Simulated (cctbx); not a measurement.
# A crystallographic session in cctbx: Li2MnCl5

Library: cctbx 2025.11. The data are simulated by the first script.

## 1. Simulate the data

run.py:

```python
from cctbx import adptbx, crystal, miller, sgtbx, xray
from cctbx.array_family import flex
from iotbx.shelx import hklf
from scitbx import matrix
import scitbx.random

cs = crystal.symmetry(unit_cell=(8.084, 10.461, 9.614, 90, 90, 90), space_group_symbol='Hall: -P 2ac 2n')  # Pnma
atoms = [  # label, site, U (iso, or U11 U22 U33 U12 U13 U23 in A^2), occupancy
    ("Mn1", (0.765, 0.75, 0.6151), 0.0166, 1),
    ("Cl1", (0.9719, 0.25, 0.9367), 0.0235, 1),
    ("Cl2", (0.9224, 0.75, 0.4003), 0.0247, 1),
    ("Cl3", (0.9252, 0.25, 0.2912), 0.0204, 1),
    ("Cl4", (0.7793, 0.52, 0.6497), 0.0198, 1),
    ("Li1", (0.978, 0.9202, 0.2349), 0.0358, 1),
]
xs = xray.structure(crystal_symmetry=cs)
for label, site, u, occ in atoms:
    u = adptbx.u_cif_as_u_star(cs.unit_cell(), u) if isinstance(u, tuple) else u
    xs.add_scatterer(xray.scatterer(label, site=site, u=u, occupancy=occ))
xs.set_inelastic_form_factors(0.71073, "sasaki")
xs.show_summary()
p1 = xs.expand_to_p1()
ms = miller.build_set(p1, anomalous_flag=True, d_min=0.77)
flex.set_random_seed(732498)
scitbx.random.set_random_seed(732498)
ms = ms.select(flex.random_double(ms.size()) < 0.95)
i = ms.structure_factors_from_scatterers(p1, algorithm="direct").f_calc().as_intensity_array().data()
i = i * 40000 / flex.max(i)
sig = flex.sqrt(i + flex.pow2(0.04 * i) + 15 ** 2)
noise = scitbx.random.variate(scitbx.random.normal_distribution())(i.size())
data = ms.array(data=i + sig * noise, sigmas=sig).set_observation_type_xray_intensity()
with open("data.hkl", "w") as f:
    data.export_as_shelx_hklf(f)
print("reflections written:", data.size(), " <I/sigma> = %.1f" % flex.mean(data.data() / data.sigmas()))
for h, a, b in list(data.sort("data"))[:12]:
    print("%4d%4d%4d %9.1f %7.1f" % (h + (a, b)))
```

```console
$ python run.py
```

```text
Number of scatterers: 6
At special positions: 4
Unit cell: (8.084, 10.461, 9.614, 90, 90, 90)
Space group: P n m a (No. 62)
reflections written: 7093  <I/sigma> = 8.3
   0   4   0   39953.3  1612.5
   0  -4   0   38883.6  1612.5
  -3   0   2   22737.9   891.9
   3   0  -2   22071.8   891.9
   3   0   2   21979.0   891.9
  -3   0  -2   21875.3   891.9
  -3   4  -2   13924.6   549.5
   3   4   2   13436.4   549.5
   3   4  -2   13287.3   549.5
  -3  -4   2   13254.7   549.5
  -3  -4  -2   13070.4   549.5
  -3   4   2   12776.1   549.5
```

Run time: 0.27 s on 1 thread of Arm Neoverse V2, on a shared host, peak memory 0.07 GiB.

## 2. Refinement (lightest element left out)

run.py:

```python
import math
from cctbx import adptbx, crystal, maptbx, sgtbx, xray
from cctbx.array_family import flex
from cctbx.xray import observations
from iotbx.shelx import hklf
from scitbx.lstbx import normal_eqns_solving
from smtbx import absolute_structure, utils
from smtbx.refinement import constraints, least_squares

cs = crystal.symmetry(unit_cell=(8.084, 10.461, 9.614, 90, 90, 90), space_group_symbol='Hall: -P 2ac 2n')  # Pnma
atoms = [  # label, site, U (iso, or U11 U22 U33 U12 U13 U23 in A^2), occupancy
    ("Mn1", (0.7629, 0.75, 0.6147), 0.0200, 1),
    ("Cl1", (0.9651, 0.25, 0.9368), 0.0200, 1),
    ("Cl2", (0.9232, 0.75, 0.4025), 0.0200, 1),
    ("Cl3", (0.9248, 0.25, 0.289), 0.0200, 1),
    ("Cl4", (0.7794, 0.5223, 0.6525), 0.0200, 1),
]
xs = xray.structure(crystal_symmetry=cs)
for label, site, u, occ in atoms:
    u = adptbx.u_cif_as_u_star(cs.unit_cell(), u) if isinstance(u, tuple) else u
    xs.add_scatterer(xray.scatterer(label, site=site, u=u, occupancy=occ))
xs.set_inelastic_form_factors(0.71073, "sasaki")
raw = hklf.reader(file_name="data.hkl").as_miller_arrays(crystal_symmetry=cs, anomalous=True)[0]
merged = raw.eliminate_sys_absent().merge_equivalents()
fo2 = merged.array().set_observation_type_xray_intensity()
print("Rint %.3f, %d unique reflections to %.2f A" % (merged.r_int(), fo2.size(), fo2.d_min()))
for sc in xs.scatterers():
    sc.flags.set_grad_site(True)
    sc.flags.set_grad_u_aniso(sc.flags.use_u_aniso())
    sc.flags.set_grad_u_iso(sc.flags.use_u_iso())
obs = fo2.as_xray_observations()
extra = {}
rep = constraints.reparametrisation(xs, [], utils.connectivity_table(xs), **extra)
ls = least_squares.crystallographic_ls(obs, rep, weighting_scheme=least_squares.mainstream_shelx_weighting(a=0, b=0))
print("cycle     R1     wR2    GooF  max shift (A)")
for cycle in range(8):
    ls.build_up()
    r1, wr2, goof = ls.r1_factor(cutoff_factor=2)[0], ls.wR2(), ls.goof()
    old = xs.sites_cart()
    normal_eqns_solving.levenberg_marquardt_iterations(ls, n_max_iterations=3, tau=1e-06, step_threshold=1e-7)
    big = flex.max((xs.sites_cart() - old).norms())
    print("%4d %7.4f %7.4f %7.3f %9.5f" % (cycle + 1, r1, wr2, goof, big))
    ls.build_up(objective_only=True)
    if abs(ls.wR2() - wr2) < 5e-5 and big < 5e-4:
        break
ls.build_up()
print("final R1 %.4f wR2 %.4f GooF %.3f  parameters %d  data/parameter %.1f" % (ls.r1_factor(cutoff_factor=2)[0], ls.wR2(), ls.goof(), ls.n_parameters, fo2.size() / ls.n_parameters))
cov = ls.covariance_matrix_and_annotations()
su = dict(zip(cov.annotations, (math.sqrt(max(v, 0)) for v in cov.matrix.matrix_packed_u_diagonal())))
a2 = cs.unit_cell().reciprocal_parameters()[0] ** -2
print("atom        x        y        z      Ueq    occ   su(xyz)  su(Uiso or U11)")
for sc in xs.scatterers():
    s = max(su.get(sc.label + k, 0) for k in (".x", ".y", ".z"))
    npd = "" if sc.is_positive_definite_u(cs.unit_cell()) else "  NPD"
    print("%-5s %8.5f %8.5f %8.5f %8.4f %6.3f %8.5f %7.4f%s" % ((sc.label,) + sc.site + (sc.u_iso_or_equiv(cs.unit_cell()), sc.occupancy, s, su.get(sc.label + ".uiso", su.get(sc.label + ".u11", 0) * a2), npd)))
fo = fo2.f_sq_as_f()
fc = fo.structure_factors_from_scatterers(xs, algorithm="direct").f_calc()
diff = fo.f_obs_minus_f_calc(1 / math.sqrt(ls.scale_factor()), fc).average_bijvoet_mates()
m = diff.fft_map(symmetry_flags=maptbx.use_space_group_symmetry, resolution_factor=0.25).apply_volume_scaling()
print("difference map: max %.2f min %.2f rms %.2f" % (m.statistics().max(), m.statistics().min(), m.statistics().sigma()))
peaks = m.peak_search(parameters=maptbx.peak_search_parameters(min_distance_sym_equiv=0.6, max_clusters=8)).all()
near = xs.closest_distances(peaks.sites(), distance_cutoff=4)
sps = cs.special_position_settings(min_distance_sym_equiv=0.5)
for k, (x, h) in enumerate(zip(peaks.sites(), peaks.heights())):
    ss = sps.site_symmetry(x)
    print("Q%-3d %7.4f %7.4f %7.4f %4d %7.2f  %.2f A from %s" % ((k + 1,) + tuple(t % 1 for t in ss.exact_site()) + (ss.multiplicity(), h, near.smallest_distances[k], xs.scatterers()[near.i_seqs[k]].label)))
```

```console
$ python run.py
```

```text
Rint 0.050, 986 unique reflections to 0.77 A
cycle     R1     wR2    GooF  max shift (A)
   1  0.1173  0.2455   6.767   0.05519
   2  0.0585  0.1389   3.827   0.00000
final R1 0.0585 wR2 0.1389 GooF 3.827  parameters 16  data/parameter 61.6
atom        x        y        z      Ueq    occ   su(xyz)  su(Uiso or U11)
Mn1    0.76514  0.75000  0.61484   0.0159  1.000  0.00015  0.0003
Cl1    0.97193  0.25000  0.93678   0.0227  1.000  0.00026  0.0005
Cl2    0.92232  0.75000  0.40016   0.0243  1.000  0.00026  0.0005
Cl3    0.92539  0.25000  0.29108   0.0194  1.000  0.00024  0.0004
Cl4    0.77927  0.52013  0.64960   0.0190  1.000  0.00017  0.0003
difference map: max 5.27 min -0.46 rms 0.24
Q1    0.0234  0.0802  0.7658    8    5.38  2.43 A from Cl2
Q2    0.0258  0.7500  0.0784    4    0.84  0.15 A from Cl1
Q3    0.2582  0.2500  0.3736    4    0.72  0.22 A from Mn1
Q4    0.0720  0.2500  0.5937    4    0.60  0.07 A from Cl2
Q5    0.0998  0.7500  0.7703    4    0.46  0.62 A from Cl3
Q6    0.1667  0.9925  0.3315    8    0.45  0.55 A from Cl4
Q7    0.1124  0.7500  0.6690    4    0.43  0.49 A from Cl3
Q8    0.2184  0.7500  0.2416    4    0.42  2.14 A from Cl2
```

Time: 0.4 s.

Figures of merit this high mean that the model is still wrong or incomplete.

## 3. Refinement (whole model)

run.py, as its changes from the last script of this kind:

```diff
@@ -16,0 +17 @@
+    ("Li1", (0.9763, 0.9193, 0.2317), 0.0200, 1),
@@ -61 +62 @@
-peaks = m.peak_search(parameters=maptbx.peak_search_parameters(min_distance_sym_equiv=0.6, max_clusters=8)).all()
+peaks = m.peak_search(parameters=maptbx.peak_search_parameters(min_distance_sym_equiv=0.6, max_clusters=6)).all()
```

```console
$ python run.py
```

```text
Rint 0.050, 986 unique reflections to 0.77 A
cycle     R1     wR2    GooF  max shift (A)
   1  0.0993  0.2079   5.743   0.05598
   2  0.0170  0.0334   0.923   0.00001
final R1 0.0170 wR2 0.0334 GooF 0.923  parameters 20  data/parameter 49.3
atom        x        y        z      Ueq    occ   su(xyz)  su(Uiso or U11)
Mn1    0.76507  0.75000  0.61503   0.0165  1.000  0.00004  0.0001
Cl1    0.97202  0.25000  0.93672   0.0230  1.000  0.00006  0.0001
Cl2    0.92234  0.75000  0.40030   0.0246  1.000  0.00006  0.0001
Cl3    0.92518  0.25000  0.29117   0.0205  1.000  0.00006  0.0001
Cl4    0.77929  0.52001  0.64975   0.0198  1.000  0.00004  0.0001
Li1    0.97862  0.91982  0.23508   0.0359  1.000  0.00039  0.0007
difference map: max 0.45 min -0.41 rms 0.09
Q1    0.0268  0.7500  0.1083    4    0.47  0.43 A from Cl1
Q2    0.1655  0.2500  0.4828    4    0.36  1.10 A from Mn1
Q3    0.1677  0.7500  0.9718    4    0.35  1.15 A from Mn1
Q4    0.1434  0.5159  0.3241    8    0.34  0.77 A from Cl4
Q5    0.1644  0.6627  0.4568    8    0.33  2.22 A from Cl4
Q6    0.1665  0.5616  0.4430    8    0.32  1.31 A from Cl4
```

Time: 0.4 s.

## 4. Simulate the data

run.py, as its changes from the last script of this kind:

```diff
@@ -20 +20 @@
-xs.set_inelastic_form_factors(0.71073, "sasaki")
+xs.switch_to_neutron_scattering_dictionary()
@@ -23 +23 @@
-ms = miller.build_set(p1, anomalous_flag=True, d_min=0.77)
+ms = miller.build_set(p1, anomalous_flag=True, d_min=0.7)
@@ -28 +28 @@
-i = i * 40000 / flex.max(i)
+i = i * 5000 / flex.max(i)
```

```console
$ python run.py
```

```text
Number of scatterers: 6
At special positions: 4
Unit cell: (8.084, 10.461, 9.614, 90, 90, 90)
Space group: P n m a (No. 62)
reflections written: 9426  <I/sigma> = 4.7
   2   2   0    5312.7   212.7
   2  -2   0    5198.9   212.7
   0   4   0    5114.7   207.4
  -2   2   0    5031.7   212.7
   0  -4   0    4864.8   207.4
  -2  -2   0    4721.2   212.7
   1   2  -2    2481.4   102.3
   0   8   0    2476.7   110.5
   0  -8   0    2428.6   110.5
  -2  -6   0    2405.6   108.1
   2   6   0    2395.8   108.1
   0   1   3    2389.3   102.4
```

Time: 0.27 s.

## 5. Refinement (lightest element left out)

run.py, as its changes from the last script of this kind:

```diff
@@ -12,6 +12,5 @@
-    ("Mn1", (0.7629, 0.75, 0.6147), 0.0200, 1),
-    ("Cl1", (0.9651, 0.25, 0.9368), 0.0200, 1),
-    ("Cl2", (0.9232, 0.75, 0.4025), 0.0200, 1),
-    ("Cl3", (0.9248, 0.25, 0.289), 0.0200, 1),
-    ("Cl4", (0.7794, 0.5223, 0.6525), 0.0200, 1),
-    ("Li1", (0.9763, 0.9193, 0.2317), 0.0200, 1),
+    ("Mn1", (0.7649, 0.75, 0.6154), 0.0200, 1),
+    ("Cl1", (0.9717, 0.25, 0.9372), 0.0200, 1),
+    ("Cl2", (0.9238, 0.75, 0.4004), 0.0200, 1),
+    ("Cl3", (0.9264, 0.25, 0.2909), 0.0200, 1),
+    ("Cl4", (0.7775, 0.5199, 0.65), 0.0200, 1),
@@ -23 +22 @@
-xs.set_inelastic_form_factors(0.71073, "sasaki")
+xs.switch_to_neutron_scattering_dictionary()
@@ -62 +61 @@
-peaks = m.peak_search(parameters=maptbx.peak_search_parameters(min_distance_sym_equiv=0.6, max_clusters=6)).all()
+peaks = m.peak_search(parameters=maptbx.peak_search_parameters(min_distance_sym_equiv=0.6, max_clusters=8)).all()
```

```console
$ python run.py
```

```text
Rint 0.100, 1301 unique reflections to 0.70 A
cycle     R1     wR2    GooF  max shift (A)
   1  0.1031  0.1899   3.394   0.01538
   2  0.0864  0.1628   2.911   0.00000
final R1 0.0864 wR2 0.1628 GooF 2.911  parameters 16  data/parameter 81.3
atom        x        y        z      Ueq    occ   su(xyz)  su(Uiso or U11)
Mn1    0.76483  0.75000  0.61497   0.0163  1.000  0.00058  0.0008
Cl1    0.97191  0.25000  0.93662   0.0234  1.000  0.00025  0.0004
Cl2    0.92227  0.75000  0.40026   0.0244  1.000  0.00028  0.0004
Cl3    0.92500  0.25000  0.29128   0.0199  1.000  0.00025  0.0004
Cl4    0.77937  0.52003  0.64972   0.0194  1.000  0.00017  0.0003
difference map: max 1.26 min -9.48 rms 0.38
Q1    0.0818  0.7500  0.6307    4    1.26  0.75 A from Cl3
Q2    0.0818  0.1348  0.7521    8    1.12  1.90 A from Cl2
Q3    0.0466  0.0868  0.6899    8    1.05  1.93 A from Cl2
Q4    0.0607  0.2500  0.6224    4    1.04  0.26 A from Cl2
Q5    0.0391  0.2500  0.4542    4    1.02  1.43 A from Cl2
Q6    0.1843  0.6585  0.7317    8    1.01  1.32 A from Cl3
Q7    0.1057  0.2500  0.7839    4    0.96  1.79 A from Cl2
Q8    0.0102  0.7500  0.4263    4    0.93  0.75 A from Cl2
```

Time: 0.39 s.

## 6. Refinement (whole model)

run.py, as its changes from the last script of this kind:

```diff
@@ -16,0 +17 @@
+    ("Li1", (0.9804, 0.919, 0.2374), 0.0200, 1),
@@ -61 +62 @@
-peaks = m.peak_search(parameters=maptbx.peak_search_parameters(min_distance_sym_equiv=0.6, max_clusters=8)).all()
+peaks = m.peak_search(parameters=maptbx.peak_search_parameters(min_distance_sym_equiv=0.6, max_clusters=6)).all()
```

```console
$ python run.py
```

```text
Rint 0.100, 1301 unique reflections to 0.70 A
cycle     R1     wR2    GooF  max shift (A)
   1  0.0690  0.1225   2.193   0.03020
   2  0.0292  0.0518   0.928   0.00002
final R1 0.0292 wR2 0.0518 GooF 0.928  parameters 20  data/parameter 65.0
atom        x        y        z      Ueq    occ   su(xyz)  su(Uiso or U11)
Mn1    0.76504  0.75000  0.61482   0.0170  1.000  0.00019  0.0002
Cl1    0.97196  0.25000  0.93661   0.0235  1.000  0.00008  0.0001
Cl2    0.92230  0.75000  0.40032   0.0247  1.000  0.00009  0.0001
Cl3    0.92515  0.25000  0.29121   0.0203  1.000  0.00008  0.0001
Cl4    0.77928  0.52004  0.64966   0.0197  1.000  0.00005  0.0001
Li1    0.97823  0.91978  0.23499   0.0355  1.000  0.00039  0.0005
difference map: max 1.02 min -0.99 rms 0.21
Q1    0.0429  0.2500  0.4578    4    1.06  1.39 A from Cl2
Q2    0.2159  0.2500  0.5348    4    1.03  1.28 A from Cl2
Q3    0.0066  0.2500  0.3331    4    0.84  0.77 A from Cl3
Q4    0.2352  0.2500  0.2992    4    0.82  0.83 A from Mn1
Q5    0.2150  0.1381  0.4035    8    0.79  1.19 A from Mn1
Q6    0.1312  0.6271  0.0207    8    0.79  1.59 A from Cl1
```

It took 0.42 s on 1 thread of Arm Neoverse V2 (shared host), peak memory 0.09 GiB.

[Logs are printed without paths, hosts, clocks, repeated set-up lines and the standing remarks that a program may print on its own settings, such as how far it seeks lower states.]
